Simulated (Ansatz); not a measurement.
# Decaying states in the gap of Rb2TeH2O, part 4 of 4

Aim: relax a made-up compound, Rb2TeH2O, and see how good a tunnel barrier it would be. It is built by putting Te for part of the O in the RbHO structure of space group P2_1/m, with the volume rescaled by atomic radii. The parent structure comes from the Materials Project.

Ansatz 0.2.0; PBE DFT, plane waves, PAW files (the session's first sound run).

So far, gap on the k-mesh (eV): step 3 (the bulk crystal and its band edges, PBE) 2.23; step 7 (PBE JTH, cutoff 1380 eV) 2.20.

The structure was built from a prototype and need not be the compound's stable phase.

### 9. The same cell, other settings: basis.xc_grid = 2

This step: PBE DFT, plane waves, PAW files; complex bands by layer matching along the plane's normal; changed: basis.xc_grid = 2 (Ansatz 0.2.0).

This run repeats an earlier one, its twin (the complex run, plane (001)), with one setting changed (basis.xc_grid; files written aside). It is meant to test whether the numerical route changes the result or only the time. Where the input is shown as a difference, that is against the step before, not the twin.

input.yaml

```yaml
crystal:
  lattice:
    - [4.703983996, 0.0, 0.0]
    - [0.0, 5.127586439, 0.0]
    - [-1.58821981, 0.0, 7.530125411]
  atoms:
    - { symbol: Rb, position: [0.0155882811, 0.25, 0.2443744238] }
    - { symbol: Rb, position: [0.7182000504, 0.75, 0.6282727797] }
    - { symbol: H, position: [0.6342063231, 0.25, 0.8597392976] }
    - { symbol: H, position: [0.6095927419, 0.75, 0.1797109321] }
    - { symbol: Te, position: [0.2698442549, 0.25, 0.7972672136] }
    - { symbol: O, position: [0.7525683486, 0.75, 0.2906353531] }
kpoints:
  mp_grid: { grid: [6, 6, 4] }
scf:
  occupations: { method: fixed }
hamiltonian:
  xc: pbe
output:
  eigenvalues: true
  transmission:
    leads: [[0, 0]]
    kpoints: [[0.0, 0.0], [0.5, 0.0]]
    e_range: [-1.0, 3.23]
    de: 0.11
basis:
  xc_grid: 2
```

Started as:

```bash
$ ansatz run input.yaml --threads 2 --pin off --max-ram 4096MiB --backend cpu --events-out ev --progress --plain --runs-dir out
```

Numbers of over 12 decimals in the logs are rounded to 6 here.

Log:

```text
[...]
Crystal: 6 atoms, lattice volume = 181.627 Å³
Basis set: ecut = 420 eV, 3563 PW (Γ), exchange–correlation on 64×72×108 points (8 copies of the dense FFT grid, shifted against one another)
Bands: 27, of which v1, the nominal top of the filled ones, is band 21 counted from 1 (20 counted from 0)
Symmetry: 2 space group operations
[...]
k-points: 56 of 144 (time reversal used)
[...]
SCF iter   1: F=—  HF=-14116.506909 eV  |F-HF|=—  |Δ(HF+E_count)|=         —  Δρ=1.83e-3  dr2=9.92e-3  ethr=1.77e-3  ⟨swp⟩=5.0  Hψ=6276  notcnv=0  defer=206
[...]
SCF iter   7: F=-14116.505470 eV  HF=-14116.505470 eV  |F-HF|=4.23e-8  |Δ(HF+E_count)|=   1.13e-6  Δρ=3.59e-6  dr2=2.50e-8  ethr=2.38e-10  ⟨swp⟩=11.1  Hψ=8990  notcnv=0
SCF 1 converged in 7 iterations: F = -14116.505470 eV  dr2 = 2.50e-8
[...]
transmission: 13 of 26 steps passed
transmission: 26 of 26 steps passed
SCF converged after 7 iterations
Free energy (F): -14116.505470 eV
[...]
Internal energy: -14116.505470 eV  (E = F + TS)
E sigma→0 (E₀):  -14116.505470 eV
Fermi energy:    1.947241 eV
[...]
--- Band table (eV; the first three rows and the last of 56) ---
  k-point 0: bands = [... 17 lower, 1.4189, 1.6781, 1.7125, 1.9365, 4.1738, 4.8946, 6.6066, 8.1198, ... 2 higher]
  k-point 1: bands = [... 17 lower, 1.3069, 1.6687, 1.6960, 1.9421, 4.2927, 5.1832, 6.6049, 7.6620, ... 2 higher]
  k-point 2: bands = [... 17 lower, 1.2075, 1.6597, 1.6811, 1.9472, 4.3479, 5.8984, 6.1264, 7.6111, ... 2 higher]
  k-point 55: bands = [... 17 lower, 1.4787, 1.4828, 1.5658, 1.6690, 6.3530, 6.6825, 7.1377, 7.3349, ... 2 higher]
--- Transmission ---
  basis      : 207 plane waves across, 13 finite elements along
  points     : 2, as listed
[...]
channels       : 0.000000e0 a spin
[...]
slowest decay  : 0.2949 /Å at (0.0000, 0.0000)
```

Wall time 36 s (2 threads of Arm Neoverse V2, shared host); peak memory 0.69 GiB; 61 s of CPU time.

Numbers from this step:

- free energy: -14116.5055 eV
- Fermi energy: 1.947 eV
- gap on the k-mesh: 2.227 eV
- decay constant at the filling level, zone centre: 0.2949 Å⁻¹
- decay constant at the filling level, slowest listed point: 0.2949 Å⁻¹

K parallel (0, 0); values up to 1.5 1/Å, a degenerate pair printed once or twice; energies at which all values exceed this have no row. The Im kz of the slowest decaying states by energy, zero at the highest filled level on the SCF mesh:

```
energy (eV)  decay 1 (Å⁻¹)  decay 2 (Å⁻¹)  decay 3 (Å⁻¹)  decay 4 (Å⁻¹)
      -1.00          0.281          0.677          0.783          0.895
      -0.78          0.120          0.615          0.711          0.900
      -0.67          0.576          0.665          0.902          0.940
      -0.45          0.142          0.459          0.521          0.907
      -0.34          0.206          0.339          0.360          0.910
      -0.12          0.248          0.390          0.394          0.923
      -0.01          0.269          0.462          0.945          0.954
       0.21          0.292          0.530          0.790          0.901
       0.32          0.299          0.550          0.833          0.913
       0.54          0.305          0.577          0.787          0.890
       0.65          0.306          0.586          0.779          0.878
       0.87          0.303          0.598          0.772          0.853
       0.98          0.300          0.601          0.770          0.839
       1.20          0.289          0.605          0.765          0.811
       1.31          0.281          0.605          0.762          0.796
       1.53          0.262          0.603          0.755          0.765
       1.64          0.249          0.600          0.749          0.752
       1.86          0.214          0.593          0.712          0.743
       1.97          0.190          0.587          0.678          0.704
       2.19         0.0851          0.555          0.573          0.726
       2.30          0.485          0.564          0.722          0.726
       2.52          0.297          0.540          0.709          0.719
       2.63          0.312          0.523          0.703          0.714
       2.85          0.137          0.477          0.688          0.703
       2.96          0.487          0.680          0.696          0.918
       3.18          0.491          0.664          0.682          0.902
```

K parallel (0.5, 0); values up to 1.5 1/Å, a degenerate pair printed once or twice; energies at which all values exceed this have no row. Im kz of the slowest decaying states against energy, zero at the highest filled level on the SCF mesh:

```
energy (eV)  decay 1 (Å⁻¹)  decay 2 (Å⁻¹)  decay 3 (Å⁻¹)  decay 4 (Å⁻¹)
      -1.00          0.437          0.658          0.680          0.856
      -0.67          0.264          0.579          0.625          0.629
      -0.45         0.0941          0.395          0.493          0.579
      -0.12          0.294          0.471          0.522          0.860
      -0.01          0.152          0.501          0.528          0.846
       0.21          0.529          0.549          0.563          0.802
       0.54          0.541          0.575          0.749          0.931
       0.76          0.542          0.586          0.770          0.926
       1.09          0.536          0.595          0.788          0.917
       1.42          0.524          0.598          0.796          0.906
       1.64          0.514          0.596          0.797          0.897
       1.97          0.494          0.590          0.794          0.883
       2.30          0.470          0.578          0.788          0.868
       2.63          0.439          0.561          0.778          0.850
       2.85          0.412          0.546          0.770          0.838
       3.18          0.357          0.516          0.756          0.819
```

The least decay constant is 0.295 Å⁻¹ against 0.295 Å⁻¹ in the twin: no change within 1 %.

### 10. Results

| Item | Value |
| --- | --- |
| band gap | 2.23 eV |
| least decay constant at mid-gap, normal to (001) | 0.295 Å⁻¹ |
| least decay constant at mid-gap, normal to (010) | 0.255 Å⁻¹ |
| least decay constant on a mesh, normal to (001) | 0.294 Å⁻¹ |

In words: With PBE, the slowest decay at the wavevectors tried is κ = 0.255 Å⁻¹, normal to (010). Through such a film the transmission near mid-gap falls as exp(−2κd), a factor of ten every 4.5 Å. The decay depends on direction: 1.2 times faster normal to (001). A free electron under a barrier of half the gap would need a mass of 0.22 mₑ to decay at this rate. The compound is made up by substitution; its stability against other phases and against distortions of the cell's symmetry was not tested. A semilocal functional narrows gaps, while spin-orbit coupling, left out here, narrows them in compounds of heavy elements, so the error in κ can go either way.

[Logs are printed without paths, hosts, clocks, repeated set-up lines and the standing remarks that a program may print on its own settings, such as how far it seeks lower states.]

[Hosts, paths, dates, database ids (printed as entryN), source tags and the programs' standing remarks are cut or masked in the printed files.]
